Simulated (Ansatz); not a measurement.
# CdWO4 (P2/c): spin-orbit coupling beyond the local functionals

How far does spin-orbit coupling move the gap of CdWO4 (P2/c)?

Program: Ansatz 0.2.0. Level of theory: density functionals with and without spin-orbit coupling, plane waves, PAW. Results are calculated unless marked as measured.

**What was measured.**

- Gap 4.15 eV: direct gap from absorption edge with Urbach fit; optical absorption; 300 K; bulk crystal (thin cleaved platelet of Czochralski crystal, 10-30 um thick) (“Optical absorption of divalent metal tungstates: Correlation between the band-gap energy and the cation ionic radius”, 2008, arxiv:0807.2115).

Report form: the programs' logs are mostly left out.

### Step 1. Set-up

Symmetry: P2/c, No. 13, monoclinic system. Conventional cell: a = 5.040 Å, b = 5.870 Å, c = 5.084 Å, α = 90.00°, β = 91.48°, γ = 90.00°. Nearest to Cd lie 6 O at 2.20 to 2.43 Å. Nearest to W lie 6 O at 1.78 to 2.15 Å. Nearest to O lie 2 W at 1.92 to 2.15 Å and 1 Cd at 2.20 Å. O has 1 W at 1.78 Å and 2 Cd at 2.28 to 2.43 Å nearest. Farther neighbours and most contacts between anions are not listed.

The cell and positions come from the Crystallography Open Database and are kept as given unless a step says otherwise. Spin-orbit coupling is left out unless a step names it. The default PAW set here is soft_2. Its files were made with PBE.

### Step 2. HSE06, 2×2×2 mesh

This step: DFT, HSE06, plane waves, PAW.

Contents of input.yaml:

```yaml
crystal:
  lattice:
    - [5.04, 0.0, 0.0]
    - [0.0, 5.8701, 0.0]
    - [-0.1309573182, 0.0, 5.0824131071]
  atoms:
    - { symbol: Cd, position: [0.5, 0.69729, 0.25] }
    - { symbol: Cd, position: [0.5, 0.30271, 0.75] }
    - { symbol: W, position: [0.0, 0.17855, 0.25] }
    - { symbol: W, position: [0.0, 0.82145, 0.75] }
    - { symbol: O, position: [0.2018, 0.0955, 0.9504] }
    - { symbol: O, position: [0.7982, 0.0955, 0.5496] }
    - { symbol: O, position: [0.7982, 0.9045, 0.0496] }
    - { symbol: O, position: [0.2018, 0.9045, 0.4504] }
    - { symbol: O, position: [0.242, 0.3703, 0.3839] }
    - { symbol: O, position: [0.758, 0.3703, 0.1161] }
    - { symbol: O, position: [0.758, 0.6297, 0.6161] }
    - { symbol: O, position: [0.242, 0.6297, 0.8839] }
kpoints:
  mp_grid: { grid: [2, 2, 2] }
  band_path:
    path:
      - [0.0, 0.0, 0.0]
      - [0.0, 0.5, 0.0]
      - [0.0, 0.5, 0.5]
      - [0.0, 0.0, 0.5]
      - [-0.5, 0.0, 0.5]
      - [-0.5, 0.5, 0.5]
      - [-0.5, 0.5, 0.0]
      - [-0.5, 0.0, 0.0]
      - [0.1666666667, -0.5, -0.5]
      - [0.0, -0.5, 0.1666666667]
    npoints: 1
hamiltonian:
  xc: hse06
scf:
  occupations: { method: fixed }
  n_extra_bands: 8
output:
  eigenvalues: true
```

The run is started by

```
> ansatz run input.yaml --threads 24 --pin off --max-ram 82944MiB --backend cuda --events-out ev --progress --plain --runs-dir out --devices 1 --max-vram 78GiB
```

The job ended after 6.4 s (1 × NVIDIA GB200 (shared by 2 runs) with 24 threads of Arm Neoverse V2, shared host; peak memory 1.4 GiB; 27 s of CPU time).

This step gave:

```yaml
gap: 4.497 eV
valence_top_at: k = (0.167, -0.500, -0.500)
conduction_bottom_at: k = (0.000, -0.500, 0.167)
least_direct_gap: 4.537 eV
exact_exchange_fraction: 0.25
```

The gap is indirect, with the least direct gap 0.04 eV higher.

### Step 3. HSE06+SOC, 2×2×2 mesh

The many-body steps leave out spin-orbit coupling, so its effect is taken from a two-component run, with twice the bands.

This step: DFT, HSE06 with spin-orbit coupling, plane waves, PAW.

input.yaml: that of step 2 with these lines changed.

```diff
@@ -37,3 +37,6 @@
   occupations: { method: fixed }
-  n_extra_bands: 8
+  n_extra_bands: 16
+magnetization:
+  noncollinear: true
+  spin_orbit: true
 output:
```

The job ended after 15 s (1 × NVIDIA GB200 (shared by 2 runs) with 24 threads; peak memory 2.1 GiB; 90 s of CPU time).

Numbers from this step:

| Property | Result |
| --- | --- |
| gap | 4.479 eV |
| valence top at | k = (0.167, -0.500, -0.500) |
| conduction bottom at | k = (0.000, -0.500, 0.167) |
| least direct gap | 4.523 eV |
| exact-exchange fraction | 0.25 |

The gap stands −0.02 eV against HSE06.

### Step 4. Together

Times are wall times on 1 × NVIDIA GB200 (shared by 2 runs) with 24 threads of Arm Neoverse V2, shared host, good to a factor of about two.

| level | gap (eV) | with coupling (eV) | change (eV) | time | with coupling |
| --- | --- | --- | --- | --- | --- |
| HSE06 | 4.50 | 4.48 | −0.02 | 6.4 s | 15 s |

### Step 5. Summary of results

| Item | Value |
| --- | --- |
| HSE06 | 4.50 eV |
| HSE06+SOC | 4.48 eV |

In words: Spin-orbit coupling changes the gap by −0.02 eV and the least direct gap by −0.01 eV. Against experiment, by HSE06+SOC: the direct gap of 4.52 eV lies +0.37 eV from the measured 4.15 eV (direct, 300 K, 2008). An exciton line or allowed optical edge lies below the quasiparticle gap by the binding energy; a forbidden edge can push the onset above it. The lattice is static and excitons are left out.

[Paths, hosts, dates, memory and timing lines, banners, echoed tables and standing remarks are left out of the program output.]

[Logs are printed without paths, hosts, clocks, repeated set-up lines and the standing remarks that a program may print on its own settings, such as how far it seeks lower states.]

[Runs of the session that timed out or met a known fault of the program may be left out.]

[Cells called generated may have been cut or substituted from an entry of the Crystallography Open Database or the Materials Project.]

[Hosts, paths, dates, database ids (printed as entryN), source tags and the programs' standing remarks are cut or masked in the printed files.]
